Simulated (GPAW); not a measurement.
# Settings that the conductance of a Si chain with one atom pushed 0.7 Å aside at constant bond length needs

Wanted: a convergence study of zero-bias transport through a Si chain with one atom pushed 0.7 Å aside at constant bond length, with run times.

Method: GPAW LCAO, PAW setups; Landauer transmission from Green's functions with principal layers (ASE), zero bias, in GPAW 26.7.0.

This is a report of a sequence of runs, with most program output left out.

## 1. Set-up

The cell holds 11 atoms: 11 Si. Cell: a = 9.000 Å, b = 9.000 Å, c = 23.971 Å, α = 90.0°, β = 90.0°, γ = 90.0°. Regions: left lead, 5 atoms (5 Si); channel, 1 atom (1 Si); right lead, 5 atoms (5 Si). Vacuum lies along a and b. The structure is stacked along c, and the current runs across the ab planes.

## 2. Base settings

All settings start at ordinary values; they are then varied in turn, with meshes following the cell where its length changes.

The input, run.py:

```python
import json
import numpy as np
from ase import Atoms
from ase.transport.calculators import TransportCalculator
from gpaw import GPAW, FermiDirac
from gpaw.lcao.tools import get_lcao_hamiltonian
from scipy.linalg import eigh

# The junction with lead layers at both ends, along the third cell vector
device = Atoms(
    ['Si', 'Si', 'Si', 'Si', 'Si', 'Si', 'Si', 'Si', 'Si', 'Si', 'Si'],
    positions=[
        [4.50000, 4.50000, 1.10000],
        [4.50000, 4.50000, 3.30000],
        [4.50000, 4.50000, 5.50000],
        [4.50000, 4.50000, 7.70000],
        [4.50000, 4.50000, 9.90000],
        [5.20000, 4.50000, 11.98567],
        [4.50000, 4.50000, 14.07133],
        [4.50000, 4.50000, 16.27133],
        [4.50000, 4.50000, 18.47133],
        [4.50000, 4.50000, 20.67133],
        [4.50000, 4.50000, 22.87133]],
    cell=[[9.0, 0.0, 0.0], [0.0, 9.0, 0.0], [0.0, 0.0, 23.97133]],
    pbc=True)

# One principal layer of the lead: the first 3 atoms of the device
lead = Atoms(
    ['Si', 'Si', 'Si'],
    positions=[
        [4.50000, 4.50000, 1.10000],
        [4.50000, 4.50000, 3.30000],
        [4.50000, 4.50000, 5.50000]],
    cell=[[9.0, 0.0, 0.0], [0.0, 9.0, 0.0], [0.0, 0.0, 6.6]],
    pbc=True)

settings = dict(mode='lcao', basis='dzp', xc='PBE', h=0.2,
                occupations=FermiDirac(0.1), maxiter=250,
                mixer=dict(beta=0.1, nmaxold=8, weight=100.0),
                convergence=dict(density=0.0001))
energies = np.arange(-2, 2 + 1e-9, 0.05)
eta = 0.0001
n1, n2 = 1, 1
# k and -k transmit alike, so half of the mesh across the current serves
mesh = [(i, j) for i in range(n1) for j in range(n2) if (i, j) <= (-i % n1, -j % n2)]
weights = np.array([1 if (i, j) == (-i % n1, -j % n2) else 2 for i, j in mesh]) / (n1 * n2)

# [... helper functions left out ...]
fermi_lead = ground_state(lead, (1, 1, 17), 'lead.txt')
fermi_device = ground_state(device, (1, 1, 3), 'device.txt')
# [... loop over the mesh left out, but for ...]
        # Shift the lead onto the potential of the device's first layer
        shift = ((H[:, 0, 0] - H0[:, 0, 0]) / S0[0, 0]).real.mean()
# [...]
kT = 8.617333e-5 * 77
bias = [0.1, 0.2, 0.5, 1.0, 1.5, 2.0]
# [... integrals and printing left out ...]
```

On the command line:

```sh
> OMP_NUM_THREADS=1 OPENBLAS_NUM_THREADS=1 python run.py
```

It took 32 s on 1 thread of AMD EPYC 7R43, shared host; peak memory 0.8 GiB.

This step gave:

| Item | Value |
| --- | --- |
| conductance | 2.768 G₀ |
| largest coupling past the next principal layer | 5.06e-5 eV |
| largest misfit of the first principal layer | 0.04225 eV |
| shift that aligns the lead | 0.02720 eV |
| basis functions of the junction | 143 |
| basis functions of a principal layer | 39 |
| transmission at the Fermi level (one spin) | 2.769 |

One spin. Transmission, zone mean against energy, zero at the Fermi level:

energy (eV), transmission, zone mean and a bar:
```
   -2.000       0.00 
   -1.800       0.00 
   -1.600       0.00 
   -1.400       0.00 
   -1.200       1.43 ###############
   -1.000       1.51 ###############
   -0.800       2.12 ######################
   -0.600       2.43 #########################
   -0.400       2.60 ###########################
   -0.200       2.70 ############################
    0.000       2.77 ############################
    0.200       2.81 #############################
    0.400       2.85 #############################
    0.600       2.87 #############################
    0.800       2.89 ##############################
    1.000       2.91 ##############################
    1.200       2.92 ##############################
    1.400       2.93 ##############################
    1.600       2.93 ##############################
    1.800       2.93 ##############################
    2.000       2.92 ##############################
```

Not self-consistent under bias; the bias window is split evenly. Current through one cell, from the zero-bias transmission against bias:

| bias (V) | current through one cell, from the zero-bias transmission (μA) |
| --- | --- |
| 0.100 | 21.4 |
| 0.200 | 42.9 |
| 0.500 | 107 |
| 1.000 | 213 |
| 1.500 | 315 |
| 2.000 | 407 |

Couplings past the next layer reach 5.1e-5 eV, small enough to drop; the matrix elements of the cell's first layer differ from the bulk lead's by up to 0.042 eV. That layer keeps its own values in the calculation, and only beyond it is the lead taken as perfect. The Fermi levels of lead and junction count from different zeros of potential, one for each periodic cell; with both set to zero, the small remaining shift is what aligns them. By hand: G = 2.768 × 77.48 μS = 215 μS, a resistance of 4.66 kΩ; at 0.1 V a linear junction would pass 21.5 μA, and the integral over the bias window gives 21.4 μA.

## 3. K-points along the lead: lead_nz = 2

The lead's own mesh along the current sets its density and potential; where the lead is aligned to the junction's end layer, a rigid shift drops out.

run.py, as its differences from that of step 2:

```diff
@@ -48,3 +48,3 @@
 # [... helper functions left out ...]
-fermi_lead = ground_state(lead, (1, 1, 17), 'lead.txt')
+fermi_lead = ground_state(lead, (1, 1, 2), 'lead.txt')
 fermi_device = ground_state(device, (1, 1, 3), 'device.txt')
```

Run time: 29 s. Hardware: 1 thread; peak memory 0.8 GiB.

This step gave:

- largest coupling past the next principal layer: 5.03e-5 eV
- largest misfit of the first principal layer: 0.03894 eV
- shift that aligns the lead: -0.4611 eV

One spin. Table of transmission, zone mean by energy, zero at the Fermi level:

| energy (eV) | transmission, zone mean |
| --- | --- |
| -2.000 | 3.1e-11 |
| -1.800 | 9.8e-11 |
| -1.600 | 2.2e-9 |
| -1.400 | 1.9e-8 |
| -1.200 | 1.36 |
| -1.000 | 1.54 |
| -0.800 | 2.10 |
| -0.600 | 2.41 |
| -0.400 | 2.60 |
| -0.200 | 2.71 |
| 0.000 | 2.77 |
| 0.200 | 2.81 |
| 0.400 | 2.85 |
| 0.600 | 2.87 |
| 0.800 | 2.90 |
| 1.000 | 2.91 |
| 1.200 | 2.93 |
| 1.400 | 2.93 |
| 1.600 | 2.93 |
| 1.800 | 2.93 |
| 2.000 | 2.91 |

Not self-consistent under bias; the bias window is split evenly. Current through one cell, from the zero-bias transmission against bias:

| bias (V) | current through one cell, from the zero-bias transmission (μA) |
| --- | --- |
| 0.100 | 21.4 |
| 0.200 | 42.9 |
| 0.500 | 107 |
| 1.000 | 213 |
| 1.500 | 314 |
| 2.000 | 407 |

The conductance equals that of the base run to 0.2 %.

## 4. Varying the k-points along the lead: lead_nz = 4

run.py, as its differences from that of step 3:

```diff
@@ -48,3 +48,3 @@
 # [... helper functions left out ...]
-fermi_lead = ground_state(lead, (1, 1, 2), 'lead.txt')
+fermi_lead = ground_state(lead, (1, 1, 4), 'lead.txt')
 fermi_device = ground_state(device, (1, 1, 3), 'device.txt')
```

Elapsed: 29 s, on 1 thread; peak memory 0.8 GiB.

Numbers from this step:

- largest coupling past the next principal layer: 5.07e-5 eV
- largest misfit of the first principal layer: 0.06154 eV
- shift that aligns the lead: 0.3169 eV
- transmission at the Fermi level (one spin): 2.768

One spin. Table of transmission, zone mean by energy, zero at the Fermi level:

energy (eV), transmission, zone mean and a bar:
```
   -2.000       0.00 
   -1.800       0.00 
   -1.600       0.00 
   -1.400       0.00 
   -1.200       1.46 ###############
   -1.000       1.48 ###############
   -0.800       2.13 ######################
   -0.600       2.44 #########################
   -0.400       2.60 ###########################
   -0.200       2.70 ############################
    0.000       2.77 ############################
    0.200       2.81 #############################
    0.400       2.84 #############################
    0.600       2.87 #############################
    0.800       2.89 ##############################
    1.000       2.91 ##############################
    1.200       2.92 ##############################
    1.400       2.93 ##############################
    1.600       2.93 ##############################
    1.800       2.93 ##############################
    2.000       2.93 ##############################
```

Not self-consistent under bias; the bias window is split evenly. The current through one cell, from the zero-bias transmission by bias:

| bias (V) | current through one cell, from the zero-bias transmission (μA) |
| --- | --- |
| 0.100 | 21.4 |
| 0.200 | 42.9 |
| 0.500 | 107 |
| 1.000 | 213 |
| 1.500 | 315 |
| 2.000 | 407 |

The conductance equals that of the base run to 0.2 %.

## 5. Varying the k-points along the lead: lead_nz = 8

run.py, as its differences from that of step 4:

```diff
@@ -48,3 +48,3 @@
 # [... helper functions left out ...]
-fermi_lead = ground_state(lead, (1, 1, 4), 'lead.txt')
+fermi_lead = ground_state(lead, (1, 1, 8), 'lead.txt')
 fermi_device = ground_state(device, (1, 1, 3), 'device.txt')
```

Elapsed: 30 s, on 1 thread; peak memory 0.8 GiB.

The conductance equals that of the base run to 0.2 %.

## 6. K-points along the lead: lead_nz = 30

run.py, as its differences from that of step 5:

```diff
@@ -48,3 +48,3 @@
 # [... helper functions left out ...]
-fermi_lead = ground_state(lead, (1, 1, 8), 'lead.txt')
+fermi_lead = ground_state(lead, (1, 1, 30), 'lead.txt')
 fermi_device = ground_state(device, (1, 1, 3), 'device.txt')
```

Run time: 35 s. Hardware: 1 thread; peak memory 0.8 GiB.

The conductance equals that of the base run to 0.2 %.

## 7. Convergence in the k-points along the lead

The runs and the base run on one axis.

This step: convergence of the conductance (GPAW 26.7.0).

The conductance stays at 2.77 G₀ for k-points along the lead from 2 to 30.

## 8. Smearing: width = 0.01

Smearing helps the SCF of a metal converge, but it blurs occupations at band edges near the Fermi level.

This step: GPAW LCAO, PAW setups; Landauer transmission from Green's functions with principal layers (ASE), zero bias (GPAW 26.7.0).

run.py, as its differences from that of step 6:

```diff
@@ -37,3 +37,3 @@
 settings = dict(mode='lcao', basis='dzp', xc='PBE', h=0.2,
-                occupations=FermiDirac(0.1), maxiter=250,
+                occupations=FermiDirac(0.01), maxiter=250,
                 mixer=dict(beta=0.1, nmaxold=8, weight=100.0),
@@ -48,3 +48,3 @@
 # [... helper functions left out ...]
-fermi_lead = ground_state(lead, (1, 1, 30), 'lead.txt')
+fermi_lead = ground_state(lead, (1, 1, 17), 'lead.txt')
 fermi_device = ground_state(device, (1, 1, 3), 'device.txt')
```

It took 33 s on 1 thread; peak memory 0.8 GiB.

Numbers from this step:

```
conductance                                 : 2.782 G₀
largest misfit of the first principal layer : 0.07067 eV
shift that aligns the lead                  : 0.05549 eV
transmission at the Fermi level (one spin)  : 2.782
```

One spin. The transmission, zone mean by energy, zero at the Fermi level:

| energy (eV) | transmission, zone mean |
| --- | --- |
| -2.00 | 2.7e-11 |
| -1.85 | 4.7e-11 |
| -1.70 | 2.1e-10 |
| -1.60 | 5.5e-7 |
| -1.45 | 2.1e-10 |
| -1.30 | 8.0e-7 |
| -1.15 | 1.50 |
| -1.05 | 1.54 |
| -0.90 | 1.51 |
| -0.75 | 2.15 |
| -0.60 | 2.41 |
| -0.50 | 2.52 |
| -0.35 | 2.64 |
| -0.20 | 2.72 |
| -0.05 | 2.77 |
| 0.00 | 2.78 |
| 0.05 | 2.79 |
| 0.20 | 2.82 |
| 0.35 | 2.84 |
| 0.50 | 2.86 |
| 0.60 | 2.87 |
| 0.75 | 2.89 |
| 0.90 | 2.90 |
| 1.05 | 2.91 |
| 1.15 | 2.92 |
| 1.30 | 2.93 |
| 1.45 | 2.93 |
| 1.60 | 2.93 |
| 1.70 | 2.93 |
| 1.85 | 2.93 |
| 2.00 | 2.93 |

Not self-consistent under bias; the bias window is split evenly. The current through one cell, from the zero-bias transmission by bias:

| bias (V) | current through one cell, from the zero-bias transmission (μA) |
| --- | --- |
| 0.100 | 21.5 |
| 0.200 | 43.1 |
| 0.500 | 108 |
| 1.000 | 213 |
| 1.500 | 315 |
| 2.000 | 405 |

The conductance, 2.78 G₀, lies 0.5 % above that of the base run.

## 9. Smearing: width = 0.03

run.py, as its differences from that of step 8:

```diff
@@ -37,3 +37,3 @@
 settings = dict(mode='lcao', basis='dzp', xc='PBE', h=0.2,
-                occupations=FermiDirac(0.01), maxiter=250,
+                occupations=FermiDirac(0.03), maxiter=250,
                 mixer=dict(beta=0.1, nmaxold=8, weight=100.0),
```

Wall time 44 s (1 thread); peak memory 0.8 GiB.

This step gave:

```yaml
conductance: 2.773 G₀
largest_coupling_past_the_next_principal_layer: 5.06e-5 eV
largest_misfit_of_the_first_principal_layer: 0.06026 eV
shift_that_aligns_the_lead: 0.05941 eV
transmission_at_the_fermi_level_one_spin: 2.774
```

One spin. The transmission, zone mean by energy, zero at the Fermi level:

| energy (eV) | transmission, zone mean |
| --- | --- |
| -2.000 | 2.8e-11 |
| -1.800 | 7.2e-11 |
| -1.600 | 3.6e-8 |
| -1.400 | 6.3e-10 |
| -1.200 | 1.41 |
| -1.000 | 1.52 |
| -0.800 | 2.05 |
| -0.600 | 2.41 |
| -0.400 | 2.60 |
| -0.200 | 2.71 |
| 0.000 | 2.77 |
| 0.200 | 2.82 |
| 0.400 | 2.85 |
| 0.600 | 2.87 |
| 0.800 | 2.89 |
| 1.000 | 2.91 |
| 1.200 | 2.92 |
| 1.400 | 2.93 |
| 1.600 | 2.93 |
| 1.800 | 2.93 |
| 2.000 | 2.92 |

Not self-consistent under bias; the bias window is split evenly. Current through one cell, from the zero-bias transmission against bias:

| bias (V) | current through one cell, from the zero-bias transmission (μA) |
| --- | --- |
| 0.100 | 21.5 |
| 0.200 | 43.0 |
| 0.500 | 107 |
| 1.000 | 213 |
| 1.500 | 314 |
| 2.000 | 404 |

The conductance equals that of the base run to 0.2 %.

## 10. Smearing: width = 0.2

run.py, as its differences from that of step 9:

```diff
@@ -37,3 +37,3 @@
 settings = dict(mode='lcao', basis='dzp', xc='PBE', h=0.2,
-                occupations=FermiDirac(0.03), maxiter=250,
+                occupations=FermiDirac(0.2), maxiter=250,
                 mixer=dict(beta=0.1, nmaxold=8, weight=100.0),
```

Run time: 42 s. Hardware: 1 thread; peak memory 0.79 GiB.

One spin. Table of transmission, zone mean by energy, zero at the Fermi level:

| energy (eV) | transmission, zone mean |
| --- | --- |
| -2.000 | 3.3e-11 |
| -1.800 | 1.2e-10 |
| -1.600 | 1.1e-9 |
| -1.400 | 3.1e-7 |
| -1.200 | 1.43 |
| -1.000 | 1.49 |
| -0.800 | 2.17 |
| -0.600 | 2.44 |
| -0.400 | 2.60 |
| -0.200 | 2.70 |
| 0.000 | 2.76 |
| 0.200 | 2.81 |
| 0.400 | 2.85 |
| 0.600 | 2.87 |
| 0.800 | 2.90 |
| 1.000 | 2.91 |
| 1.200 | 2.93 |
| 1.400 | 2.93 |
| 1.600 | 2.93 |
| 1.800 | 2.93 |
| 2.000 | 2.92 |

The conductance equals that of the base run to 0.2 %.

## 11. Varying the smearing: width = 0.4

run.py, as its differences from that of step 10:

```diff
@@ -37,3 +37,3 @@
 settings = dict(mode='lcao', basis='dzp', xc='PBE', h=0.2,
-                occupations=FermiDirac(0.2), maxiter=250,
+                occupations=FermiDirac(0.4), maxiter=250,
                 mixer=dict(beta=0.1, nmaxold=8, weight=100.0),
```

The job ended after 45 s (1 thread; peak memory 0.79 GiB).

The conductance, 2.76 G₀, lies 0.3 % below that of the base run.

## 12. Convergence in the smearing

This step: convergence of the conductance (GPAW 26.7.0).

The conductance by smearing:

| smearing (eV) | conductance (G₀) |
| --- | --- |
| 0.010 | 2.78 |
| 0.030 | 2.77 |
| 0.100 | 2.77 |
| 0.200 | 2.76 |
| 0.400 | 2.76 |

## 13. Density threshold: conv = 0.1

The Hamiltonian is taken from the last density. The density threshold is one of the tests that end the cycle; the energy must settle too, so a loose value may not be the test that decides.

This step: GPAW LCAO, PAW setups; Landauer transmission from Green's functions with principal layers (ASE), zero bias (GPAW 26.7.0).

run.py, as its differences from that of step 11:

```diff
@@ -37,5 +37,5 @@
 settings = dict(mode='lcao', basis='dzp', xc='PBE', h=0.2,
-                occupations=FermiDirac(0.4), maxiter=250,
+                occupations=FermiDirac(0.1), maxiter=250,
                 mixer=dict(beta=0.1, nmaxold=8, weight=100.0),
-                convergence=dict(density=0.0001))
+                convergence=dict(density=0.1))
 energies = np.arange(-2, 2 + 1e-9, 0.05)
```

The job ended after 31 s (1 thread; peak memory 0.8 GiB).

Numbers from this step:

| Quantity | Value |
| --- | --- |
| conductance | 2.762 G₀ |
| largest coupling past the next principal layer | 5.05e-5 eV |
| largest misfit of the first principal layer | 0.02846 eV |
| shift that aligns the lead | 0.02189 eV |

One spin. Transmission, zone mean against energy, zero at the Fermi level:

energy (eV), transmission, zone mean and a bar:
```
   -2.000       0.00 
   -1.800       0.00 
   -1.600       0.00 
   -1.400       0.00 
   -1.200       1.34 ##############
   -1.000       1.48 ###############
   -0.800       2.13 ######################
   -0.600       2.43 #########################
   -0.400       2.60 ###########################
   -0.200       2.70 ############################
    0.000       2.76 ############################
    0.200       2.81 #############################
    0.400       2.84 #############################
    0.600       2.87 #############################
    0.800       2.90 ##############################
    1.000       2.91 ##############################
    1.200       2.93 ##############################
    1.400       2.93 ##############################
    1.600       2.93 ##############################
    1.800       2.93 ##############################
    2.000       2.92 ##############################
```

Not self-consistent under bias; the bias window is split evenly. Current through one cell, from the zero-bias transmission against bias:

| bias (V) | current through one cell, from the zero-bias transmission (μA) |
| --- | --- |
| 0.100 | 21.4 |
| 0.200 | 42.8 |
| 0.500 | 107 |
| 1.000 | 212 |
| 1.500 | 314 |
| 2.000 | 406 |

The conductance, 2.76 G₀, lies 0.2 % below that of the base run.

## 14. Density threshold: conv = 0.01

run.py, as its differences from that of step 13:

```diff
@@ -39,3 +39,3 @@
                 mixer=dict(beta=0.1, nmaxold=8, weight=100.0),
-                convergence=dict(density=0.1))
+                convergence=dict(density=0.01))
 energies = np.arange(-2, 2 + 1e-9, 0.05)
```

It took 33 s on 1 thread; peak memory 0.8 GiB.

One spin. Transmission, zone mean against energy, zero at the Fermi level:

energy (eV), transmission, zone mean and a bar:
```
   -2.000       0.00 
   -1.800       0.00 
   -1.600       0.00 
   -1.400       0.00 
   -1.200       1.34 ##############
   -1.000       1.48 ###############
   -0.800       2.13 ######################
   -0.600       2.43 #########################
   -0.400       2.60 ###########################
   -0.200       2.70 ############################
    0.000       2.76 ############################
    0.200       2.81 #############################
    0.400       2.84 #############################
    0.600       2.87 #############################
    0.800       2.90 ##############################
    1.000       2.91 ##############################
    1.200       2.93 ##############################
    1.400       2.93 ##############################
    1.600       2.93 ##############################
    1.800       2.93 ##############################
    2.000       2.92 ##############################
```

Not self-consistent under bias; the bias window is split evenly. Current through one cell, from the zero-bias transmission against bias:

| bias (V) | current through one cell, from the zero-bias transmission (μA) |
| --- | --- |
| 0.100 | 21.4 |
| 0.200 | 42.8 |
| 0.500 | 107 |
| 1.000 | 212 |
| 1.500 | 314 |
| 2.000 | 406 |

The conductance, 2.76 G₀, lies 0.2 % below that of the base run.

## 15. Density threshold: conv = 0.001

run.py, as its differences from that of step 14:

```diff
@@ -39,3 +39,3 @@
                 mixer=dict(beta=0.1, nmaxold=8, weight=100.0),
-                convergence=dict(density=0.01))
+                convergence=dict(density=0.001))
 energies = np.arange(-2, 2 + 1e-9, 0.05)
```

The job ended after 39 s (1 thread; peak memory 0.8 GiB).

The conductance equals that of the base run to 0.2 %.

[end of part 1 of 2]

[Logs are printed without paths, hosts, clocks, repeated set-up lines and the standing remarks that a program may print on its own settings, such as how far it seeks lower states.]

[Hosts, paths, dates, database ids (printed as entryN), source tags and the programs' standing remarks are cut or masked in the printed files.]
